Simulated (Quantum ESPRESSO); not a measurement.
# 1T-SnSe2, 1 layer, stepped through biaxial strain, part 2 of 7

Aim: how the results for 1T-SnSe2, 1 layer change with biaxial strain.

Quantum ESPRESSO 7.5; plane-wave DFT, PBE, GBRV ultrasoft pseudopotentials.

So far. Step 2 (Variable-cell relaxation of the reference):  The last row is no step: it is a fresh SCF in the final cell with a new plane-wave basis, +5 meV from the row before.

## 3. Relaxing the ions, -4 %

Contents of m0.relax.in:

```
&control
  prefix = 'm0.relax'
  outdir = './out'
  pseudo_dir = './pseudo'
  nstep = 40
  forc_conv_thr = 0.0003
  calculation = 'relax'
  tstress = .true.
/
&system
  ibrav = 0
  nat = 3
  ntyp = 2
  ecutwfc = 50
  ecutrho = 250
  occupations = 'smearing'
  smearing = 'fd'
  degauss = 0.002
/
&electrons
  conv_thr = 1e-09
  mixing_beta = 0.4
  electron_maxstep = 120
  mixing_mode = 'plain'
/
&ions
/
ATOMIC_SPECIES
  Se  78.9710  se_pbe_v1.uspp.F.UPF
  Sn  118.7100  sn_pbe_v1.4.uspp.F.UPF
CELL_PARAMETERS angstrom
  3.68993700288000 0.00000000000000 0.00000000000000
  -1.84496850144000 3.19557918240000 0.00000000000000
  0.00000000000000 0.00000000000000 17.11048904300000
ATOMIC_POSITIONS crystal
  Se  0.666666666700 0.333333333300 0.406276276500
  Sn  0.000000000000 0.000000000000 0.500000000000
  Se  0.333333333300 0.666666666700 0.593723723500
K_POINTS automatic
  12 12 1 0 0 0
```

Command:

```
OMP_NUM_THREADS=1 mpirun -n 4 pw.x -nk 4 -in m0.relax.in > m0.relax.out
```

What it wrote:

```text
[banner, memory and clock lines left out]
Program PWSCF v.7.5 starts
[citation notice left out]

[...]
Message from routine setup:
[...]
bravais-lattice index     =            0
     lattice parameter (alat)  =       6.9730  a.u.
     unit-cell volume          =    1361.5311 (a.u.)^3
     number of atoms/cell      =            3
     number of atomic types    =            2
     number of electrons       =        26.00
     number of Kohn-Sham states=           17
     kinetic-energy cutoff     =      50.0000  Ry
     charge density cutoff     =     250.0000  Ry
     scf convergence threshold =      1.0E-09
     mixing beta               =       0.4000
     number of iterations used =            8  plain     mixing
     energy convergence thresh.=      1.0E-04
     force convergence thresh. =      3.0E-04
     Exchange-correlation=  SLA  PW   PBX  PBC
                           (   1   4   3   4   0   0   0)
     nstep                     =           40

[...]
PseudoPot. # 1 for Se read from file:
     ./pseudo/se_pbe_v1.uspp.F.UPF
     Pseudo is Ultrasoft + core correction, Zval =  6.0
     Generated by new atomic code, or converted to UPF format
     Using radial grid of  877 points,  6 beta functions with:
                l(1) =   0
                l(2) =   0
                l(3) =   1
                l(4) =   1
                l(5) =   2
                l(6) =   2
     Q(r) pseudized with  8 coefficients,  rinner =    1.300   1.300   1.300
                                                       1.300   1.300

     PseudoPot. # 2 for Sn read from file:
     ./pseudo/sn_pbe_v1.4.uspp.F.UPF
     Pseudo is Ultrasoft + core correction, Zval = 14.0
     Generated by new atomic code, or converted to UPF format
     Using radial grid of  891 points,  6 beta functions with:
                l(1) =   0
                l(2) =   0
                l(3) =   1
                l(4) =   1
                l(5) =   2
                l(6) =   2
     Q(r) pseudized with  8 coefficients,  rinner =    1.350   1.350   1.350
                                                       1.350   1.350

     atomic species   valence    mass     pseudopotential
     Se                6.00    78.97100     Se( 1.00)
     Sn               14.00   118.71000     Sn( 1.00)

     12 Sym. Ops., with inversion, found

[...]
number of k points=    19  Fermi-Dirac smearing, width (Ry)=  0.0020
[...]
Dense  grid:    91105 G-vectors     FFT dimensions: (  36,  36, 180)

     Smooth grid:    65125 G-vectors     FFT dimensions: (  32,  32, 150)

     Initial potential from superposition of free atoms

     starting charge      24.9998, renormalised to      26.0000

     negative rho (up, down):  1.492E-04 0.000E+00
     Starting wfcs are   17 randomized atomic wfcs

     per-process dynamical memory:    69.1 Mb

     Self-consistent Calculation

     iteration #  1     ecut=    50.00 Ry     beta= 0.40
     Davidson diagonalization with overlap
     ethr =  1.00E-02,  avg # of iterations =  3.0

     negative rho (up, down):  6.260E-05 0.000E+00

     total energy              =    -246.43539283 Ry
     estimated scf accuracy    <       0.44890732 Ry

     iteration #  2     ecut=    50.00 Ry     beta= 0.40
[...]
negative rho (up, down):  1.143E-04 0.000E+00

[...]
total energy              =    -246.49707023 Ry
     estimated scf accuracy    <       0.06926511 Ry

     iteration #  3     ecut=    50.00 Ry     beta= 0.40
[...]
negative rho (up, down):  1.638E-04 0.000E+00

[...]
total energy              =    -246.51028365 Ry
     estimated scf accuracy    <       0.00781093 Ry

     iteration #  4     ecut=    50.00 Ry     beta= 0.40
[...]
negative rho (up, down):  2.146E-04 0.000E+00

[...]
total energy              =    -246.51088292 Ry
     estimated scf accuracy    <       0.00169495 Ry

     iteration #  5     ecut=    50.00 Ry     beta= 0.40
[...]
negative rho (up, down):  2.332E-04 0.000E+00

[...]
total energy              =    -246.51100205 Ry
     estimated scf accuracy    <       0.00016508 Ry

     iteration #  6     ecut=    50.00 Ry     beta= 0.40
[...]
negative rho (up, down):  2.399E-04 0.000E+00

[...]
total energy              =    -246.51107992 Ry
     estimated scf accuracy    <       0.00003082 Ry

[...]
iteration #  9     ecut=    50.00 Ry     beta= 0.40
[...]
negative rho (up, down):  2.488E-04 0.000E+00

[...]
total energy              =    -246.51108929 Ry
     estimated scf accuracy    <       0.00000044 Ry

     iteration # 10     ecut=    50.00 Ry     beta= 0.40
[...]
negative rho (up, down):  2.498E-04 0.000E+00

[...]
total energy              =    -246.51108965 Ry
     estimated scf accuracy    <       0.00000006 Ry

     iteration # 11     ecut=    50.00 Ry     beta= 0.40
[...]
negative rho (up, down):  2.504E-04 0.000E+00

[...]
total energy              =    -246.51108967 Ry
     estimated scf accuracy    <          2.7E-09 Ry

     iteration # 12     ecut=    50.00 Ry     beta= 0.40
[...]
negative rho (up, down):  2.513E-04 0.000E+00

[...]
End of self-consistent calculation

          k = 0.0000 0.0000 0.0000 (  8083 PWs)   bands (ev):

   -22.3180 -22.3180 -22.2617 -22.2470 -22.2470 -15.1025 -13.6333  -6.9965
    -2.5977  -1.3902  -1.3902  -0.9753  -0.9753   0.9684   2.4073   3.8796
     3.8797

          k = 0.0000 0.0962 0.0000 (  8125 PWs)   bands (ev):

   -22.3215 -22.3140 -22.2592 -22.2505 -22.2473 -15.0259 -13.5736  -6.9899
    -2.5563  -2.1030  -1.6455  -1.4140  -0.9232   1.3701   2.8827   3.6254
     4.0606

[...]
the Fermi energy is    -0.5574 ev

!    total energy              =    -246.51108967 Ry
     estimated scf accuracy    <          6.3E-10 Ry
     smearing contrib. (-TS)   =      -0.00000001 Ry
     internal energy E=F+TS    =    -246.51108966 Ry

     The total energy is F=E-TS. E is the sum of the following terms:
     one-electron contribution =    -674.06997207 Ry
     hartree contribution      =     344.75749703 Ry
     xc contribution           =    -102.56885903 Ry
     ewald contribution        =     185.37024440 Ry

     convergence has been achieved in  12 iterations

     negative rho (up, down):  2.513E-04 0.000E+00

     Forces acting on atoms (cartesian axes, Ry/au):

     atom    1 type  1   force =    -0.00000000   -0.00000000   -0.02094532
     atom    2 type  2   force =     0.00000000    0.00000000    0.00000000
     atom    3 type  1   force =     0.00000000   -0.00000000    0.02094532

     Total force =     0.029621     Total SCF correction =     0.000004

     Computing stress (Cartesian axis) and pressure

     negative rho (up, down):  2.513E-04 0.000E+00
          total   stress  (Ry/bohr**3)                   (kbar)     P=       21.75
   0.00018564  -0.00000000   0.00000000           27.31       -0.00        0.00
  -0.00000000   0.00018564  -0.00000000           -0.00       27.31       -0.00
   0.00000000   0.00000000   0.00007227            0.00        0.00       10.63

     BFGS Geometry Optimization
     Energy error            =      8.8E-04 Ry
     Gradient error          =      2.1E-02 Ry/Bohr

     number of scf cycles    =   1
     number of bfgs steps    =   0

     energy             new  =    -246.5110896736 Ry

     new trust radius        =       0.0209453205 bohr
     new conv_thr            =       0.0000000010 Ry

ATOMIC_POSITIONS (crystal)
Se               0.6666666667        0.3333333333        0.4056284992
Sn               0.0000000000        0.0000000000        0.5000000000
Se               0.3333333333        0.6666666667        0.5943715008

[...]
NEW-OLD atomic charge density approx. for the potential

     negative rho (up, down):  2.532E-04 0.000E+00

     per-process dynamical memory:    75.1 Mb

[...]
!    total energy              =    -246.51186345 Ry
[...]
Total force =     0.022645     Total SCF correction =     0.000029
[...]
number of bfgs steps    =   1
[...]
energy             new  =    -246.5118634471 Ry
[...]
new trust radius        =       0.0230398525 bohr
[...]
!    total energy              =    -246.51247854 Ry
[...]
Total force =     0.015127     Total SCF correction =     0.000009
[...]
number of bfgs steps    =   2
[...]
energy             new  =    -246.5124785399 Ry
[...]
new trust radius        =       0.0345597788 bohr
[...]
!    total energy              =    -246.51294796 Ry
[...]
Total force =     0.004141     Total SCF correction =     0.000004
[...]
number of bfgs steps    =   3
[...]
energy             new  =    -246.5129479584 Ry
[...]
new trust radius        =       0.0130284220 bohr
[...]
Self-consistent Calculation

     iteration #  1     ecut=    50.00 Ry     beta= 0.40
     Davidson diagonalization with overlap
     ethr =  1.00E-06,  avg # of iterations =  3.0

     Threshold (ethr) on eigenvalues was too large:
     Diagonalizing with lowered threshold

     Davidson diagonalization with overlap
     ethr =  1.98E-08,  avg # of iterations =  8.5

     negative rho (up, down):  2.431E-04 0.000E+00

     total energy              =    -246.51298654 Ry
     estimated scf accuracy    <       0.00000628 Ry

[...]
iteration #  7     ecut=    50.00 Ry     beta= 0.40
[...]
negative rho (up, down):  2.421E-04 0.000E+00

[...]
End of self-consistent calculation

          k = 0.0000 0.0000 0.0000 (  8083 PWs)   bands (ev):

   -22.2706 -22.2706 -22.2136 -22.1995 -22.1995 -14.8960 -13.5642  -7.0996
    -2.6874  -1.2290  -1.2290  -0.8467  -0.8467   0.9120   2.5386   3.9565
     3.9565

          k = 0.0000 0.0962 0.0000 (  8125 PWs)   bands (ev):

   -22.2734 -22.2665 -22.2112 -22.2032 -22.2001 -14.8209 -13.5056  -7.0867
    -2.6436  -1.9321  -1.4684  -1.2942  -0.8109   1.2985   2.9994   3.6676
     4.1199

[...]
the Fermi energy is    -0.5270 ev

!    total energy              =    -246.51298691 Ry
     estimated scf accuracy    <          4.1E-11 Ry
     smearing contrib. (-TS)   =      -0.00000013 Ry
     internal energy E=F+TS    =    -246.51298677 Ry

     The total energy is F=E-TS. E is the sum of the following terms:
     one-electron contribution =    -665.36327505 Ry
     hartree contribution      =     340.44153582 Ry
     xc contribution           =    -102.51479958 Ry
     ewald contribution        =     180.92355204 Ry

     convergence has been achieved in   7 iterations

     negative rho (up, down):  2.421E-04 0.000E+00

     Forces acting on atoms (cartesian axes, Ry/au):

     atom    1 type  1   force =     0.00000000    0.00000000   -0.00006629
     atom    2 type  2   force =     0.00000000    0.00000000    0.00000000
     atom    3 type  1   force =     0.00000000    0.00000000    0.00006629

     Total force =     0.000094     Total SCF correction =     0.000016
     SCF correction compared to forces is large: reduce conv_thr to get better values

     Computing stress (Cartesian axis) and pressure

     negative rho (up, down):  2.421E-04 0.000E+00
          total   stress  (Ry/bohr**3)                   (kbar)     P=       13.60
   0.00014927   0.00000000   0.00000000           21.96        0.00        0.00
   0.00000000   0.00014927   0.00000000            0.00       21.96        0.00
   0.00000000   0.00000000  -0.00002110            0.00        0.00       -3.10

     Energy error            =      3.9E-05 Ry
     Gradient error          =      6.6E-05 Ry/Bohr

     bfgs converged in   5 scf cycles and   4 bfgs steps
     (criteria: energy <  1.0E-04 Ry, force <  3.0E-04 Ry/Bohr)

     End of BFGS Geometry Optimization

     Final energy             =    -246.5129869056 Ry

     File ./out/m0.relax.bfgs deleted, as requested
Begin final coordinates

ATOMIC_POSITIONS (crystal)
Se               0.6666666667        0.3333333333        0.4034441808
Sn              -0.0000000000        0.0000000000        0.5000000000
Se               0.3333333333        0.6666666667        0.5965558192
End final coordinates

[...]
```

Run time: 69 s. Hardware: 4 MPI ranks of Arm Neoverse V2, shared host; peak memory 0.66 GiB; 4.6 min of CPU time.

The steps of the relaxation:

```
step  energy less that of the first step (eV)  largest force (eV/Å)
   1                                   0.0000                0.5385
   2                                  -0.0105                0.4117
   3                                  -0.0189                0.2750
   4                                  -0.0253                0.0753
   5                                  -0.0258                0.0017
```

The atoms that moved most (Å):

```
atom     dx     dy      dz  length
 Se1  0.000  0.000  -0.048   0.048
 Se3  0.000  0.000   0.048   0.048
```

The relaxed structure:

```cif
data_structure
_symmetry_space_group_name_H-M 'P 1'
_symmetry_Int_Tables_number 1
_cell_length_a 3.6899
_cell_length_b 3.6899
_cell_length_c 17.1105
_cell_angle_alpha 90.000
_cell_angle_beta 90.000
_cell_angle_gamma 120.000
_cell_volume 201.76
loop_
_atom_site_label
_atom_site_type_symbol
_atom_site_fract_x
_atom_site_fract_y
_atom_site_fract_z
_atom_site_occupancy
Se1 Se 0.66667 0.33333 0.40344 1
Sn2 Sn 0.00000 0.00000 0.50000 1
Se3 Se 0.33333 0.66667 0.59656 1
```

The relaxation lowers the energy by 9 meV an atom.

This step gave:

| Quantity | Value |
| --- | --- |
| free energy | -3353.9801 eV |
| Fermi energy | -0.527 eV |

## 4. Self-consistent run, -4 %

The self-consistent run of this member.

Contents of m0.scf.in:

```
&control
  prefix = 'm0.scf'
  outdir = './out'
  pseudo_dir = './pseudo'
  calculation = 'scf'
  tprnfor = .true.
/
&system
  ibrav = 0
  nat = 3
  ntyp = 2
  ecutwfc = 40
  ecutrho = 200
  occupations = 'smearing'
  smearing = 'fd'
  degauss = 0.002
  nbnd = 17
/
&electrons
  conv_thr = 1e-09
  mixing_beta = 0.4
  electron_maxstep = 120
  mixing_mode = 'plain'
/
ATOMIC_SPECIES
  Se  78.9710  se_pbe_v1.uspp.F.UPF
  Sn  118.7100  sn_pbe_v1.4.uspp.F.UPF
CELL_PARAMETERS angstrom
  3.68993700288000 0.00000000000000 0.00000000000000
  -1.84496850144000 3.19557918240000 0.00000000000000
  0.00000000000000 0.00000000000000 17.11048904300000
ATOMIC_POSITIONS crystal
  Se  0.666666666700 0.333333333300 0.403444180800
  Sn  0.000000000000 0.000000000000 0.500000000000
  Se  0.333333333300 0.666666666700 0.596555819200
K_POINTS automatic
  12 12 1 0 0 0
```

Command:

```
OMP_NUM_THREADS=1 mpirun -n 4 pw.x -nk 4 -in m0.scf.in > m0.scf.out
```

What it wrote:

```text
[banner, memory and clock lines left out]
Program PWSCF v.7.5 starts
[citation notice left out]

[...]
Message from routine setup:
[...]
bravais-lattice index     =            0
     lattice parameter (alat)  =       6.9730  a.u.
     unit-cell volume          =    1361.5311 (a.u.)^3
     number of atoms/cell      =            3
     number of atomic types    =            2
     number of electrons       =        26.00
     number of Kohn-Sham states=           17
     kinetic-energy cutoff     =      40.0000  Ry
     charge density cutoff     =     200.0000  Ry
     scf convergence threshold =      1.0E-09
     mixing beta               =       0.4000
     number of iterations used =            8  plain     mixing
     Exchange-correlation=  SLA  PW   PBX  PBC
                           (   1   4   3   4   0   0   0)

[...]
PseudoPot. # 1 for Se read from file:
     ./pseudo/se_pbe_v1.uspp.F.UPF
     Pseudo is Ultrasoft + core correction, Zval =  6.0
     Generated by new atomic code, or converted to UPF format
     Using radial grid of  877 points,  6 beta functions with:
                l(1) =   0
                l(2) =   0
                l(3) =   1
                l(4) =   1
                l(5) =   2
                l(6) =   2
     Q(r) pseudized with  8 coefficients,  rinner =    1.300   1.300   1.300
                                                       1.300   1.300

     PseudoPot. # 2 for Sn read from file:
     ./pseudo/sn_pbe_v1.4.uspp.F.UPF
     Pseudo is Ultrasoft + core correction, Zval = 14.0
     Generated by new atomic code, or converted to UPF format
     Using radial grid of  891 points,  6 beta functions with:
                l(1) =   0
                l(2) =   0
                l(3) =   1
                l(4) =   1
                l(5) =   2
                l(6) =   2
     Q(r) pseudized with  8 coefficients,  rinner =    1.350   1.350   1.350
                                                       1.350   1.350

     atomic species   valence    mass     pseudopotential
     Se                6.00    78.97100     Se( 1.00)
     Sn               14.00   118.71000     Sn( 1.00)

     12 Sym. Ops., with inversion, found

[...]
number of k points=    19  Fermi-Dirac smearing, width (Ry)=  0.0020
[...]
Dense  grid:    65125 G-vectors     FFT dimensions: (  32,  32, 150)

     Smooth grid:    46421 G-vectors     FFT dimensions: (  30,  30, 135)

     Initial potential from superposition of free atoms

     starting charge      24.9998, renormalised to      26.0000

     negative rho (up, down):  1.717E-04 0.000E+00
     Starting wfcs are   17 randomized atomic wfcs

     per-process dynamical memory:    50.9 Mb

     Self-consistent Calculation

     iteration #  1     ecut=    40.00 Ry     beta= 0.40
     Davidson diagonalization with overlap
     ethr =  1.00E-02,  avg # of iterations =  2.9

     negative rho (up, down):  9.654E-05 0.000E+00

     total energy              =    -246.43543293 Ry
     estimated scf accuracy    <       0.44117021 Ry

     iteration #  2     ecut=    40.00 Ry     beta= 0.40
[...]
negative rho (up, down):  1.400E-04 0.000E+00

[...]
total energy              =    -246.49155595 Ry
     estimated scf accuracy    <       0.07129303 Ry

     iteration #  3     ecut=    40.00 Ry     beta= 0.40
[...]
negative rho (up, down):  1.805E-04 0.000E+00

[...]
total energy              =    -246.50542390 Ry
     estimated scf accuracy    <       0.00927291 Ry

     iteration #  4     ecut=    40.00 Ry     beta= 0.40
[...]
negative rho (up, down):  2.275E-04 0.000E+00

[...]
total energy              =    -246.50627383 Ry
     estimated scf accuracy    <       0.00180124 Ry

     iteration #  5     ecut=    40.00 Ry     beta= 0.40
[...]
negative rho (up, down):  2.409E-04 0.000E+00

[...]
total energy              =    -246.50644207 Ry
     estimated scf accuracy    <       0.00019223 Ry

     iteration #  6     ecut=    40.00 Ry     beta= 0.40
[...]
negative rho (up, down):  2.436E-04 0.000E+00

[...]
total energy              =    -246.50651647 Ry
     estimated scf accuracy    <       0.00001859 Ry

[...]
iteration #  9     ecut=    40.00 Ry     beta= 0.40
[...]
negative rho (up, down):  2.495E-04 0.000E+00

[...]
total energy              =    -246.50653296 Ry
     estimated scf accuracy    <       0.00000004 Ry

     iteration # 10     ecut=    40.00 Ry     beta= 0.40
[...]
negative rho (up, down):  2.501E-04 0.000E+00

[...]
total energy              =    -246.50653302 Ry
     estimated scf accuracy    <       0.00000007 Ry

     iteration # 11     ecut=    40.00 Ry     beta= 0.40
[...]
negative rho (up, down):  2.504E-04 0.000E+00

[...]
total energy              =    -246.50653304 Ry
     estimated scf accuracy    <          1.5E-09 Ry

     iteration # 12     ecut=    40.00 Ry     beta= 0.40
[...]
negative rho (up, down):  2.509E-04 0.000E+00

[...]
End of self-consistent calculation

          k = 0.0000 0.0000 0.0000 (  5759 PWs)   bands (ev):

   -22.2574 -22.2574 -22.2006 -22.1862 -22.1862 -14.8961 -13.5641  -7.0997
    -2.6875  -1.2291  -1.2291  -0.8462  -0.8462   0.9122   2.5384   3.9556
     3.9556

          k = 0.0000 0.0962 0.0000 (  5770 PWs)   bands (ev):

   -22.2601 -22.2532 -22.1980 -22.1896 -22.1866 -14.8210 -13.5055  -7.0868
    -2.6436  -1.9321  -1.4684  -1.2938  -0.8104   1.2987   2.9993   3.6696
     4.1190

[...]
the Fermi energy is    -0.5268 ev

!    total energy              =    -246.50653303 Ry
     estimated scf accuracy    <          2.5E-10 Ry
     smearing contrib. (-TS)   =      -0.00000014 Ry
     internal energy E=F+TS    =    -246.50653290 Ry

     The total energy is F=E-TS. E is the sum of the following terms:
     one-electron contribution =    -665.35869438 Ry
     hartree contribution      =     340.44519135 Ry
     xc contribution           =    -102.51658191 Ry
     ewald contribution        =     180.92355204 Ry

     convergence has been achieved in  12 iterations

     negative rho (up, down):  2.509E-04 0.000E+00

     Forces acting on atoms (cartesian axes, Ry/au):

     atom    1 type  1   force =     0.00000000   -0.00000000   -0.00008513
     atom    2 type  2   force =     0.00000000   -0.00000000    0.00000000
     atom    3 type  1   force =    -0.00000000    0.00000000    0.00008513

     Total force =     0.000120     Total SCF correction =     0.000010

[...]
```

Wall time 15 s (4 MPI ranks); peak memory 0.51 GiB.

Numbers from this step:

| Property | Result |
| --- | --- |
| free energy | -3353.8922 eV |
| Fermi energy | -0.5268 eV |
| valence top, on the run's zero | -0.8104 eV |
| conduction bottom, on the run's zero | -0.2672 eV |
| gap by band count | 0.5433 eV |

(Continued in part 3 of 7.)

[Logs are printed without paths, hosts, clocks, repeated set-up lines and the standing remarks that a program may print on its own settings, such as how far it seeks lower states.]

[Hosts, paths, dates, database ids (printed as entryN), source tags and the programs' standing remarks are cut or masked in the printed files.]

[Maps of the electrostatic potential energy from Ansatz leave out the sawtooth potential of an applied field or a dipole correction, so their vacuum need not be flat; planar profiles and work functions include it.]
